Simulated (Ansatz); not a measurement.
# How many bands does the GW gap of LiCl (Fm-3m) need?

How do accuracy and time trade against each other in G0W0 on LiCl (Fm-3m)?

Program: Ansatz 0.2.0. Level of theory: G0W0 on PBE, plane waves, PAW; PAW set soft_1. Results are calculated unless marked as measured.

Report form: the programs' logs are mostly left out.

## 1. The starting structure

Symmetry: Fm-3m, No. 225, cubic system. The conventional cell has a = 5.143 Å, b = 5.143 Å, c = 5.143 Å, α = 90.00°, β = 90.00°, γ = 90.00°. Nearest to Li lie 6 Cl at 2.57 Å. Nearest to Cl lie 6 Li at 2.57 Å. Farther neighbours and most contacts between anions are not listed.

The cell and positions come from the Crystallography Open Database and are kept as given unless a step says otherwise.

## 2. 35 empty bands, screening to 60 eV

G0W0 replaces the xc potential by the self-energy, built once from these orbitals. Only a window of levels is corrected, while the sums run over the empty bands that the input names. This step takes PAW set soft_1 files.

Input file input.yaml:

```yaml
crystal:
  lattice:
    - [0.0, 2.5715, 2.5715]
    - [2.5715, 0.0, 2.5715]
    - [2.5715, 2.5715, 0.0]
  atoms:
    - { symbol: Li, position: [0.0, 0.0, 0.0] }
    - { symbol: Cl, position: [0.5, 0.5, 0.5] }
kpoints:
  mp_grid: { grid: [6, 6, 6] }
hamiltonian:
  xc: pbe
  pseudopotentials: { kind: paw, azcp: { folder: soft_1 } }
scf:
  occupations: { method: fixed }
gw:
  n_empty_bands: 35
  ecut_chi: 60
  qp_bands: [v2, c2]
  qp_kpoints: band_edges
  screening: { model: contour_deformation }
```

Launch:

```bash
$ ansatz run input.yaml --threads 24 --pin off --max-ram 82944MiB --backend cuda --events-out ev --progress --plain --runs-dir out --devices 1 --max-vram 78GiB
```

It took 2.6 s on 1 × NVIDIA GB200 (shared by 2 runs) with 24 threads of Arm Neoverse V2, shared host; peak memory 1.1 GiB; 5.7 s of CPU time.

This step gave:

| Property | Result |
| --- | --- |
| bands summed | 40 |
| RPA ε∞ on this mesh (eigenvalues) | 2.762, 2.762, 2.762 |
| plane waves in the screening matrix | 27 |
| q-points in the mesh | 216 |
| G0W0 gap on the mesh | 8.493 eV |
| k of the valence top | 0, 0, 0 |
| k of the conduction bottom | 0, 0, 0 |
| starting gap on the mesh | 6.287 eV |
| Z at the valence top | 0.8080 |
| Z at the conduction bottom | 0.8481 |
| least direct G0W0 gap on the computed points | 8.493 eV |

The gap on the mesh goes from 6.29 eV to 8.49 eV, a correction of +2.21 eV. Between the two edge states, bare exchange in place of the xc potential would open the gap by 8.56 eV, and correlation takes back 6.36 eV.

## 3. 101 empty bands, screening to 120 eV

Bands and screening cutoff are moved together, since each hides the error of the other.

Changes to input.yaml since step 2:

```diff
@@ -16,4 +16,4 @@
 gw:
-  n_empty_bands: 35
-  ecut_chi: 60
+  n_empty_bands: 101
+  ecut_chi: 120
   qp_bands: [v2, c2]
```

It took 2.6 s on 1 × NVIDIA GB200 (shared by 2 runs) with 24 threads; peak memory 1.1 GiB.

This step gave:

| Item | Value |
| --- | --- |
| bands summed | 106 |
| RPA ε∞ on this mesh (eigenvalues) | 2.751, 2.751, 2.751 |
| plane waves in the screening matrix | 113 |
| q-points in the mesh | 216 |
| G0W0 gap on the mesh | 8.712 eV |
| k of the valence top | 0, 0, 0 |
| k of the conduction bottom | 0, 0, 0 |
| starting gap on the mesh | 6.287 eV |
| Z at the valence top | 0.8008 |
| Z at the conduction bottom | 0.8456 |
| least direct G0W0 gap on the computed points | 8.712 eV |

Against the run with 6×6×6 mesh, 35 empty bands, screening to 60 eV, PAW set soft_1 files, the gap moves by +0.22 eV.

## 4. 218 empty bands, screening to 200 eV

Changes to input.yaml since step 3:

```diff
@@ -16,4 +16,4 @@
 gw:
-  n_empty_bands: 101
-  ecut_chi: 120
+  n_empty_bands: 218
+  ecut_chi: 200.0
   qp_bands: [v2, c2]
```

Elapsed: 2.8 s, on 1 × NVIDIA GB200 (shared by 2 runs) with 24 threads; peak memory 1.2 GiB.

Numbers from this step:

```
bands summed                                 : 223
RPA ε∞ on this mesh (eigenvalues)            : 2.750, 2.750, 2.750
plane waves in the screening matrix          : 229
G0W0 gap on the mesh                         : 8.836 eV
k of the valence top                         : 0, 0, 0
k of the conduction bottom                   : 0, 0, 0
starting gap on the mesh                     : 6.287 eV
least direct G0W0 gap on the computed points : 8.836 eV
```

Against the run with 6×6×6 mesh, 101 empty bands, screening to 120 eV, PAW set soft_1 files, the gap moves by +0.12 eV.

## 5. Changing the k mesh: 4×4×4 mesh, 101 empty bands, screening to 120 eV, PAW set soft_1 files

Only the mesh changes. It samples the long-range screening, which converges on its own terms. Bands and cutoff differ from the step before, so it is read against an earlier run that matches them.

Changes to input.yaml since step 4:

```diff
@@ -9,3 +9,3 @@
 kpoints:
-  mp_grid: { grid: [6, 6, 6] }
+  mp_grid: { grid: [4, 4, 4] }
 hamiltonian:
@@ -16,4 +16,4 @@
 gw:
-  n_empty_bands: 218
-  ecut_chi: 200.0
+  n_empty_bands: 101
+  ecut_chi: 120
   qp_bands: [v2, c2]
```

Run time: 1.5 s. Hardware: 1 × NVIDIA GB200 (shared by 2 runs) with 24 threads; peak memory 1.1 GiB; 3.8 s of CPU time.

Numbers from this step:

- bands summed: 106
- RPA ε∞ on this mesh (eigenvalues): 2.831, 2.831, 2.831
- plane waves in the screening matrix: 113
- G0W0 gap on the mesh: 8.713 eV
- k of the valence top: 0, 0, 0
- k of the conduction bottom: 0, 0, 0
- starting gap on the mesh: 6.285 eV
- least direct G0W0 gap on the computed points: 8.713 eV

Against the run with 6×6×6 mesh, 101 empty bands, screening to 120 eV, PAW set soft_1 files, the gap moves by +0.0004 eV.

## 6. Changing the frequency model: 6×6×6 mesh, 101 empty bands, screening to 120 eV, plasmon pole, PAW set soft_1 files

A plasmon pole stands in for the full frequency dependence of the screening; this run shows what that costs in accuracy.

Changes to input.yaml since step 5:

```diff
@@ -9,3 +9,3 @@
 kpoints:
-  mp_grid: { grid: [4, 4, 4] }
+  mp_grid: { grid: [6, 6, 6] }
 hamiltonian:
@@ -20,2 +20,2 @@
   qp_kpoints: band_edges
-  screening: { model: contour_deformation }
+  screening: { model: godby_needs }
```

Run time: 2.8 s. Hardware: 1 × NVIDIA GB200 (shared by 2 runs) with 24 threads; peak memory 1.2 GiB; 15 s of CPU time.

This step gave:

| Item | Value |
| --- | --- |
| bands summed | 106 |
| plasmon-pole fit frequency | 20.14 eV |
| RPA ε∞ on this mesh (eigenvalues) | 2.751, 2.751, 2.751 |
| plane waves in the screening matrix | 113 |
| G0W0 gap on the mesh | 8.684 eV |
| k of the valence top | 0, 0, 0 |
| k of the conduction bottom | 0, 0, 0 |
| starting gap on the mesh | 6.287 eV |
| least direct G0W0 gap on the computed points | 8.684 eV |

Against the run with 6×6×6 mesh, 101 empty bands, screening to 120 eV, PAW set soft_1 files, the gap moves by −0.03 eV.

## 7. Changing the files: 6×6×6 mesh, 101 empty bands, screening to 120 eV, hard PAW files

Other atomic data (hard PAW) test the pseudisation: the cutoff goes from 420 to 780 eV, with the same valence electrons.

This step: G0W0 on PBE, plane waves, PAW.

input.yaml, the sections that differ from step 6:

```yaml
hamiltonian:
  xc: pbe
  pseudopotentials: { kind: paw, source: ansatz }
gw:
  n_empty_bands: 101
  ecut_chi: 120
  qp_bands: [v2, c2]
  qp_kpoints: band_edges
  screening: { model: contour_deformation }
# crystal, kpoints, scf: as in step 6
```

It took 3.7 s on 1 × NVIDIA GB200 (shared by 2 runs) with 24 threads; peak memory 1.2 GiB.

Numbers from this step:

| Quantity | Value |
| --- | --- |
| bands summed | 106 |
| RPA ε∞ on this mesh (eigenvalues) | 2.752, 2.752, 2.752 |
| plane waves in the screening matrix | 113 |
| G0W0 gap on the mesh | 8.710 eV |
| k of the valence top | 0, 0, 0 |
| k of the conduction bottom | 0, 0, 0 |
| starting gap on the mesh | 6.282 eV |
| least direct G0W0 gap on the computed points | 8.710 eV |

Against the run with 6×6×6 mesh, 101 empty bands, screening to 120 eV, PAW set soft_1 files, the gap moves by −0.002 eV.

## 8. Side by side

Times are wall times on 1 × NVIDIA GB200 (shared by 2 runs) with 24 threads of Arm Neoverse V2, shared host, good to a factor of about two.

```
 mesh           files            frequency  bands summed  cutoff (eV)  start (eV)  G0W0 (eV)   time  host memory (GiB)
6×6×6  PAW set soft_1  contour deformation            40           60       6.287      8.493  2.6 s                1.1
6×6×6  PAW set soft_1  contour deformation           106          120       6.287      8.712  2.6 s                1.1
6×6×6  PAW set soft_1  contour deformation           223          200       6.287      8.836  2.8 s                1.2
4×4×4  PAW set soft_1  contour deformation           106          120       6.285      8.713  1.5 s                1.1
6×6×6  PAW set soft_1         plasmon pole           106          120       6.287      8.684  2.8 s                1.2
6×6×6        hard PAW  contour deformation           106          120       6.282      8.710  3.7 s                1.2
```

How the two edges are built up, in eV (the quasiparticle level is the starting level plus Σx plus Σc less Vxc):

```
      run               edge  start      Σx     Σc     Vxc     Z     QP
 40 bands        valence top   1.62  -21.28   2.86  -17.10  0.81   0.30
 40 bands  conduction bottom   7.91   -6.21  -3.50  -10.60  0.85   8.80
106 bands        valence top   1.62  -21.28   2.51  -17.10  0.80  -0.04
106 bands  conduction bottom   7.91   -6.21  -3.62  -10.60  0.85   8.67
223 bands        valence top   1.62  -21.28   2.30  -17.10  0.80  -0.26
223 bands  conduction bottom   7.91   -6.21  -3.72  -10.60  0.84   8.58
```

## 9. Outcome

```yaml
40_bands_60_ev: 8.493 eV
106_bands_120_ev: 8.712 eV
223_bands_200_ev: 8.836 eV
estimated_limit_in_bands_and_cutoff: 8.95 eV
mesh_and_start: 6×6×6, PBE
```

What this shows: A line in one over the bands through the two highest rungs gives 8.95 eV, +0.11 eV from the top rung; the pair below gives 8.84 eV, so the estimate is still climbing. The rungs stand 0.46 eV (40 bands), 0.24 eV (106 bands) and 0.11 eV (223 bands) from it. From 40 to 223 bands the gap moves by +0.34 eV. Σc changes by −0.56 eV at the valence top and −0.22 eV at the conduction bottom, so the valence edge carries most of the change. On the 4×4×4 mesh in place of 6×6×6 the gap differs by +0.0004 eV, of which −0.002 eV is already in the start. The plasmon-pole model gives −0.03 eV against contour deformation, 1 % of the correction, and saved no time in this program. Hard PAW files move the gap by −0.002 eV at equal bands and cutoff, −0.01 eV of it in the start.

[Paths, hosts, dates, memory and timing lines, banners, echoed tables and standing remarks are left out of the program output.]

[Logs are printed without paths, hosts, clocks, repeated set-up lines and the standing remarks that a program may print on its own settings, such as how far it seeks lower states.]

[Runs of the session that timed out or met a known fault of the program may be left out.]

[Cells called generated may have been cut or substituted from an entry of the Crystallography Open Database or the Materials Project.]

[Hosts, paths, dates, database ids (printed as entryN), source tags and the programs' standing remarks are cut or masked in the printed files.]
